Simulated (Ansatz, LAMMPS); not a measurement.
## Finding the fault: glassy 40SiO2-28Al2O3-16Li2O-16SrO (mol %) (85 atoms)

Program: Ansatz 0.2.0. The cell: 10 Si, 14 Al, 8 Li, 4 Sr and 49 O.

File input.yaml:

```yaml
crystal:
  lattice:
    - [10.3272, 0.0, 0.0]
    - [0.0, 10.3272, 0.0]
    - [0.0, 0.0, 10.3272]
  atoms:
    - { symbol: Si, position: [0.69901, 0.33066, 0.30445] }
    - { symbol: Si, position: [0.89945, 0.54445, 0.9099] }
    - { symbol: Si, position: [0.27289, 0.29978, 0.83093] }
    - { symbol: Si, position: [0.1473, 0.51441, 0.11712] }
    - { symbol: Si, position: [0.26624, 0.72906, 0.95887] }
    - { symbol: Si, position: [0.22338, 0.27255, 0.45313] }
    - { symbol: Si, position: [0.77342, 0.99224, 0.84753] }
    - { symbol: Si, position: [0.83577, 0.67676, 0.43724] }
    - { symbol: Si, position: [0.92612, 0.93419, 0.5913] }
    - { symbol: Si, position: [0.55357, 0.99206, 0.47072] }
    - { symbol: Al, position: [0.30269, 0.56864, 0.69053] }
    - { symbol: Al, position: [0.20582, 0.82109, 0.5786] }
    - { symbol: Al, position: [0.84607, 0.09881, 0.38215] }
    - { symbol: Al, position: [0.46736, 0.45365, 0.3519] }
    - { symbol: Al, position: [0.7545, 0.26668, 0.95079] }
    - { symbol: Al, position: [0.51218, 0.08782, 0.21897] }
    - { symbol: Al, position: [0.5578, 0.84709, 0.03046] }
    - { symbol: Al, position: [0.72601, 0.6106, 0.15171] }
    [... 61 atom lines left out ...]
    - { symbol: O, position: [0.48972, 0.43444, 0.17745] }
    - { symbol: O, position: [0.27615, 0.59636, 0.06631] }
    - { symbol: O, position: [0.34652, 0.35715, 0.41492] }
    - { symbol: O, position: [0.83236, 0.26951, 0.36268] }
    - { symbol: O, position: [0.94143, 0.60213, 0.77202] }
    - { symbol: O, position: [0.12005, 0.2717, 0.82006] }
kpoints:
  mp_grid: { grid: [1, 1, 1] }
hamiltonian:
  xc: revpbe
scf:
  occupations: { method: gaussian, width: 5.0 }
  max_iter: 100
output:
  forces: true
```

The run is started by

```
> ansatz run input.yaml --threads 4 --pin off --max-ram 8192MiB --backend cpu --events-out ev --progress --plain --runs-dir out
```

Numbers of over 12 decimals in the logs are rounded to 6 here.

The log of the run:

```text
band count auto-derived: 575 (N_el = 440.0; filled up to band 220; 305 by the electrons, moments and atoms)
Engine: ansatz 0.2.0, aarch64-unknown-linux-gnu
Pseudopotentials: kind: paw
Pseudopotential: Si, paw, valence charge 4, recommended cutoff 420 eV (normal), Si.paw.azcp
Pseudopotential: Al, paw, valence charge 3, recommended cutoff 420 eV (normal), Al.paw.azcp
Pseudopotential: Li, paw, valence charge 3, recommended cutoff 420 eV (normal), Li.paw.azcp
Pseudopotential: Sr, paw, valence charge 10, recommended cutoff 420 eV (normal), Sr.paw.azcp
Pseudopotential: O, paw, valence charge 6, recommended cutoff 420 eV (normal), O.paw.azcp
[... 5 lines on functional and potentials left out ...]
Crystal: 85 atoms, lattice volume = 1101.407 Å³
Basis set: ecut = 420 eV, 21559 PW (Γ), exchange–correlation on 144×144×144 points (8 copies of the dense FFT grid, shifted against one another)
Bands: 575, of which v1, the nominal top of the filled ones, is band 220 counted from 1 (219 counted from 0)
Symmetry: 1 space group operations
Space group: P1 (ITA 1), of the structure as read, at distance tolerance 1.0e-4 Å
k-points: 1
[... 15 lines on functional and potentials left out ...]
Initial density: superposition of atomic densities (neutral atoms: chi_scale 0, normalization atom), corrected by the library's trained network
Initial wavefunctions: pseudopotential atomic-orbital guess
Functional: x = revpbe(κ = 1.245, μ = 0.219515), c = pbe(β = 0.066725)
SCF iter   1: F=—  HF=-57807.738396 eV  |F-HF|=—  |Δ(HF+E_count)|=         —  Δρ=3.43e-2  dr2=3.23e1  ethr=1.77e-3  ⟨swp⟩=12.0  Hψ=3907  notcnv=0
preconditioner: auto → LDOS  [metal: Δε(μ)=4.032 eV  Ē_g=22.612 eV  σ=5.000 eV  W_gap=0.41  n_scr=250 (ndim 8)  ℏωp=22.8 eV  f_vac=0.098  D(μ)=17.08/eV (n_scr^D=80)  β→1.0]
SCF iter   2: F=—  HF=-57802.873958 eV  |F-HF|=—  |Δ(HF+E_count)|=    4.86e0  Δρ=1.10e-2  dr2=1.25e0  ethr=1.77e-3  ⟨swp⟩=3.0  Hψ=1003  notcnv=0
SCF iter   3: F=—  HF=-57803.016475 eV  |F-HF|=—  |Δ(HF+E_count)|=   1.43e-1  Δρ=7.06e-3  dr2=4.53e-1  ethr=2.84e-4  ⟨swp⟩=2.0  Hψ=731  notcnv=0
SCF iter   4: F=—  HF=-57802.922224 eV  |F-HF|=—  |Δ(HF+E_count)|=   9.43e-2  Δρ=7.57e-4  dr2=1.42e-2  ethr=1.03e-4  ⟨swp⟩=3.0  Hψ=780  notcnv=0
SCF iter   5: F=—  HF=-57802.925823 eV  |F-HF|=—  |Δ(HF+E_count)|=   3.60e-3  Δρ=2.32e-4  dr2=6.36e-4  ethr=3.23e-6  ⟨swp⟩=2.0  Hψ=936  notcnv=0
SCF iter   6: F=—  HF=-57802.927382 eV  |F-HF|=—  |Δ(HF+E_count)|=   1.56e-3  Δρ=6.51e-5  dr2=5.57e-5  ethr=1.45e-7  ⟨swp⟩=3.0  Hψ=805  notcnv=0
SCF iter   7: F=—  HF=-57802.927390 eV  |F-HF|=—  |Δ(HF+E_count)|=   7.93e-6  Δρ=1.88e-5  dr2=5.32e-6  ethr=1.27e-8  ⟨swp⟩=2.0  Hψ=987  notcnv=0
SCF iter   8: F=-57802.927392 eV  HF=-57802.927392 eV  |F-HF|=1.85e-8  |Δ(HF+E_count)|=   1.49e-6  Δρ=5.25e-6  dr2=4.22e-7  ethr=2.27e-10  ⟨swp⟩=4.0  Hψ=1391  notcnv=0
SCF 1 converged in 8 iterations: F = -57802.927392 eV  dr2 = 4.22e-7
[...]
SCF converged after 8 iterations
Free energy (F): -57802.927392 eV
Harris-Foulkes:  -57802.927392 eV  (|F-HF|=1.85e-8)
Internal energy: -57608.239836 eV  (E = F + TS)
E sigma→0 (E₀):  -57705.583614 eV
Entropy (-TS):   -194.687556 eV (-2290.442 meV/atom)
Fermi energy:    6.604265 eV
--- Per-component energies (eV) ---
  E_band       = -2285.794822
  E_kinetic    = 10732.733569
  E_local      = -27068.653387  (includes V_loc(G=0)·N_el)
  E_nonlocal   = 3254.754985
  E_hartree    = 9582.890977
  E_xc         = -5548.251250
  E_vxc        = -6286.513777  (∫ρ·V_xc dr)
  E_paw        = -30501.711350  (= ΣΔE_a)
  E_vpaw       = -2084.073291  (= ΣTr[D̂ρ^β])
  E_aug_tail   = 0.120344  (compensation charges beyond the density's cutoff)
  E_ewald      = -18058.782868
  E_core_change = -1.340857  (= ΣΔE_core)
  E_smearing   = -194.687556  (= −TS)
  E_closure    = -0.000000  (closes the sum)
  Σ components = -57802.927392   (vs F -57802.927392, Δ=0.00e0)
--- Forces (eV/Å), atoms counted from 1 ---
  atom   1  Si    -1.31617447    -0.09095603     0.40989286
  atom   2  Si     0.91594669    -1.09726460    -0.16006920
  atom   3  Si     0.68421668     0.72682770    -1.24233488
  atom   4  Si    -0.37359483     1.22457401     1.03555683
  atom   5  Si     0.39403445    -0.81847341     1.46416061
  atom   6  Si    -0.15010675    -1.68038309    -0.36838279
  atom   7  Si     2.17133734     0.01289399    -0.28312773
  atom   8  Si    -0.29750936     0.61015866     0.79580413
  atom   9  Si     1.27643979    -0.60784358     0.36503717
  atom  10  Si     0.63111894    -1.24078648     0.42300919
  atom  11  Al    -0.45945113     0.80323077     0.04512856
  atom  12  Al    -0.24470307    -0.71440771     0.01659311
  atom  13  Al    -0.14277728     0.40061431     0.03327211
  atom  14  Al     0.17695840     0.03680919    -0.16339329
[...]
atom  84  O     -0.09930916     0.45191674    -1.11666834
  atom  85  O     -1.33018118    -0.40135999     0.01246753
  max |Σ_I F_I| component: 2.20e-4 eV/Å
```

The job ended after 19 s (4 threads of Arm Neoverse V2, shared host; peak memory 1.9 GiB).

Against a sound run (Kohn-Sham DFT, revPBE, PAW (set soft_2), plane waves):

- r.m.s. difference of force components: 513.1 meV/Å
- longest difference of force vectors: 1686 meV/Å
- force difference over r.m.s. force: 68.31 %

Q: Name the fault and the fix.

A smearing of electronvolts: scf.occupations = {"method": "gaussian", "width": 5.0}.

The fix is to set scf.occupations back to {"method": "fermi_dirac", "width": 0.025}.

The run converged all the same, so the exit status doesn't show the fault.

[Logs are printed without paths, hosts, clocks, repeated set-up lines and the standing remarks that a program may print on its own settings, such as how far it seeks lower states.]

[Hosts, paths, dates, database ids (printed as entryN), source tags and the programs' standing remarks are cut or masked in the printed files.]
